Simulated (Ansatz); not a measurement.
## KBr (Fm-3m): lattice thermal conductivity

How well does the lattice of KBr conduct heat?

What experiment has found for this phase:
- thermal conductivity 3.4 W/m/K near room temperature (given in “Combining the AFLOW GIBBS and Elastic Libraries to efficiently and robustly screen thermo-mechanical properties of solids”, 2017, arXiv:1611.05714)
- thermal conductivity 3.4 W/m/K near room temperature (given in “Predicting the lattice thermal conductivity of solids by solving the Boltzmann transport equation: AFLOW - AAPL an automated, accurate and efficient framework”, 2017, arXiv:1611.05481)

Main program and level: Ansatz 0.2.0; DFT r2SCAN, scalar-relativistic, plane waves, PAW; PAW set soft_1.

Report form: the programs' logs are mostly left out.

## Step 1: Set-up

The structure is cubic, space group Fm-3m (No. 225). Conventional cell: a = 6.600 Å, b = 6.600 Å, c = 6.600 Å, α = 90.00°, β = 90.00°, γ = 90.00°. K has 6 Br at 3.30 Å nearest. Br has 6 K at 3.30 Å nearest. Farther neighbours and most contacts between anions are not listed.

Coordinates:

```cif
data_structure
_symmetry_space_group_name_H-M 'Fm-3m'
_symmetry_Int_Tables_number 225
_cell_length_a 6.6000
_cell_length_b 6.6000
_cell_length_c 6.6000
_cell_angle_alpha 90.000
_cell_angle_beta 90.000
_cell_angle_gamma 90.000
_cell_volume 287.50
loop_
_atom_site_label
_atom_site_type_symbol
_atom_site_symmetry_multiplicity
_atom_site_Wyckoff_symbol
_atom_site_fract_x
_atom_site_fract_y
_atom_site_fract_z
_atom_site_occupancy
K1 K 4 a 0.00000 0.00000 0.00000 1
Br1 Br 4 b 0.50000 0.00000 0.00000 1
```

## Step 2: Probe on a coarse mesh

A cheap single point shows whether the cell is a metal or an insulator and how far it is from rest; that sets the k-mesh and the occupations of what follows.

Contents of input.yaml:

```yaml
crystal:
  lattice:
    - [0.0, 3.3, 3.3]
    - [3.3, 0.0, 3.3]
    - [3.3, 3.3, 0.0]
  atoms:
    - { symbol: K, position: [0.0, 0.0, 0.0] }
    - { symbol: Br, position: [0.5, 0.5, 0.5] }
kpoints:
  mp_grid: { grid: [6, 6, 6] }
hamiltonian:
  xc: r2scan
  pseudopotentials: { kind: paw, azcp: { folder: soft_1 } }
scf:
  occupations: { method: gaussian, width: 0.1 }
  lower_state_search: "off"
output:
  forces: true
  stress: true
  eigenvalues: true
```

Launch:

```
$ ansatz run input.yaml --threads 18 --pin off --max-ram 92160MiB --backend cuda --events-out ev --progress --plain --runs-dir out
```

It took 2 s on 1 × NVIDIA GB200 with 18 threads of Arm Neoverse V2, shared host; peak memory 1.1 GiB; 2.5 s of CPU time.

This step gave:

- pressure: 0.06777 GPa
- gap on the k-mesh: 5.077 eV
- volume per atom: 35.94 Å³/atom

The start is under 0.068 GPa at this level and looks like an insulator or semiconductor on this mesh.

## Step 3: Relaxation

The vibrations must be taken about the equilibrium of this functional, not about the starting cell, so the structure is relaxed.

input.yaml, the sections that differ from step 2:

```yaml
scf:
  occupations: { method: gaussian, width: 0.02 }
  lower_state_search: "off"
relax:
  adjacent_minimum: "off"
  f_tol: 0.005
  max_steps: 80
  cell: { stress_tol: 0.05 }
# crystal, kpoints, hamiltonian, output: as in step 2
```

Wall time 2.7 s (1 × NVIDIA GB200 with 18 threads); peak memory 1.1 GiB.

Little changed from the start: no atom moved by 0.005 Å and no cell edge by 0.1 %.

This step gave:

```yaml
pressure: 0.03435 GPa
gap_on_the_k_mesh: 5.071 eV
volume_per_atom: 36.01 Å³/atom
```

## Step 4: Relaxing to small residual forces and stress

The thresholds are tightened for a last relaxation ahead of the phonons, and where mesh or smearing change with them the cell follows.

input.yaml, the sections that differ from step 3:

```yaml
crystal:
  lattice:
    - [0.0, 3.3022760649, 3.3022760649]
    - [3.3022760649, 0.0, 3.3022760649]
    - [3.3022760649, 3.3022760649, 0.0]
  atoms:
    - { symbol: K, position: [0.0, 0.0, 0.0] }
    - { symbol: Br, position: [0.5, 0.5, 0.5] }
scf:
  occupations: { method: fixed }
  lower_state_search: "off"
relax:
  adjacent_minimum: "off"
  f_tol: 0.001
  max_steps: 60
  cell: { stress_tol: 0.01 }
# kpoints, hamiltonian, output: as in step 3
```

The job ended after 2.8 s (1 × NVIDIA GB200 with 18 threads; peak memory 1.1 GiB; 5.2 s of CPU time).

Little changed from the start: no atom moved by 0.005 Å and no cell edge by 0.1 %.

Numbers from this step:

- pressure: 1.52e-4 GPa
- gap on the k-mesh: 5.065 eV
- volume per atom: 36.09 Å³/atom

The residual pressure is 1.5e-4 GPa, small enough for phonons.

## Step 5: An input with a fault

This input was changed on purpose, to see how the program answers.

Contents of input.yaml:

```yaml
crystal:
  lattice:
    - [0.0, 3.3046298245, 3.3046298245]
    - [3.3046298245, 0.0, 3.3046298245]
    - [3.3046298245, 3.3046298245, 0.0]
  atoms:
    - { symbol: K, position: [0.0, 0.0, 0.0] }
    - { symbol: Br, position: [0.5, 0.5, 0.5] }
kpoints:
  mp_grid: { grid: [6, 6, 6] }
hamiltonian:
  xc: r2scan
  pseudopotentials: { kind: paw, azcp: { folder: soft_1 } }
scf:
  occupations: { method: fixed }
  lower_state_search: "off"
  max_iter: 50
output:
  eigenvalues: true
phonons:
  supercell: [2, 2, 2]
  dielectric: false
  third_order: { supercell: [2, 2, 2], pair_cutoff: 3.455 }
  lattice_thermal_conductivity:
    qmesh: [9, 9, 9]
    temperatures: [300]
    isotope_mass_variance:
      - { species: Br, variance: 0.0001563 }
      - { species: K, variance: 0.000164 }
    delta_function: { method: gaussian }
```

Run time: 0.03 s. Hardware: 18 threads; peak memory 0.035 GiB.

The input was rejected at the start.

The program's message: “Error: invalid value for `phonons.lattice_thermal_conductivity.delta_function.standard_deviation`: required by method: gaussian — the width has no default, since the result must be converged in it; se …”

The fault put into the input: a Gaussian without its width.

## Step 6: Third-order constants on small settings

A small supercell and a short cutoff cost little, and show how far such settings carry.

input.yaml, the sections that differ from step 5:

```yaml
scf:
  occupations: { method: fixed }
  lower_state_search: "off"
phonons:
  method: fd
  dielectric: true
  qmesh: [6, 6, 6]
  temperatures: { t_max: 1000, t_step: 50 }
  qpath:
    path:
      - [[0.0, 0.0, 0.0], [0.5, 0.0, 0.5], [0.5, 0.25, 0.75], [0.375, 0.375, 0.75], [0.0, 0.0, 0.0], [0.5, 0.5, 0.5], [0.625, 0.25, 0.625], [0.5, 0.25, 0.75], [0.5, 0.5, 0.5], [0.375, 0.375, 0.75]]
      - [[0.625, 0.25, 0.625], [0.5, 0.0, 0.5]]
    npoints: 10
  third_order: { supercell: [3, 3, 3], pair_cutoff: 3.455 }
  lattice_thermal_conductivity:
    qmesh: [17, 17, 17]
    temperatures: [100.0, 150.0, 200.0, 300.0, 400.0, 500.0]
    isotope_mass_variance:
      - { species: Br, variance: 0.0001563 }
      - { species: K, variance: 0.000164 }
# crystal, kpoints, hamiltonian, output: as in step 5
```

Run time: 5.1 min. Hardware: 1 × NVIDIA GB200 with 18 threads; peak memory 2.6 GiB; 9 min of CPU time.

Numbers from this step:

```
Γ frequencies                              : 0, 0, 0, 115.9, 115.9, 115.9 cm⁻¹ (negative: imaginary)
lowest frequency on the path               : 0 cm⁻¹
zero-point energy                          : 0.03387 eV/cell
point group                                : m-3m
highest frequency                          : 162.6 cm⁻¹
Debye temperature from the second moment   : 180 K
κ at 300 K (relaxation time)               : 4.139 W/m/K
κ at 300 K (full solution)                 : 4.172 W/m/K
dipole term                                : run
mean free path at half of κ                : 16.8 nm
share of κ above the three lowest branches : 0.061
third-order blocks                         : 38
periodic aliases dropped                   : 0
largest relative sum-rule correction       : 0.02815
displaced cells, third order               : 26
```

W/m/K. Kappa, by row:

```tsv
T (K)	RTA xx	RTA yy	RTA zz	full xx	full yy	full zz	coherence part xx	coherence part yy	coherence part zz	ending	iterations	least Ritz value
100	12.72	12.72	12.72	12.84	12.84	12.84	0.02373	0.02373	0.02373	converged	8	0.621
150	8.289	8.289	8.289	8.357	8.357	8.357	0.03294	0.03294	0.03294	converged	8	0.611
200	6.19	6.19	6.19	6.24	6.24	6.24	0.03997	0.03997	0.03997	converged	8	0.606
300	4.139	4.139	4.139	4.172	4.172	4.172	0.05076	0.05076	0.05076	converged	8	0.602
400	3.126	3.126	3.126	3.151	3.151	3.151	0.05913	0.05913	0.05913	converged	9	0.598
500	2.52	2.52	2.52	2.541	2.541	2.541	0.06602	0.06602	0.06602	converged	9	0.597
```

This rung gives 4.14 W/(m K) at 300 K by relaxation time, but with 54 atoms, 1 neighbour distance inside the cutoff and a 17×17×17 mesh it is a test, not the conductivity of the crystal.

## Step 7: Results

| Item | Value |
| --- | --- |
| conductivity | not obtained on sound settings |

In words: No conductivity was obtained: no run with a large enough supercell and cutoff finished.

[Logs are printed without paths, hosts, clocks, repeated set-up lines and the standing remarks that a program may print on its own settings, such as how far it seeks lower states.]

[Hosts, paths, dates, database ids (printed as entryN), source tags and the programs' standing remarks are cut or masked in the printed files.]

[A step with changed settings may run another functional than the one named; its input shows which.]
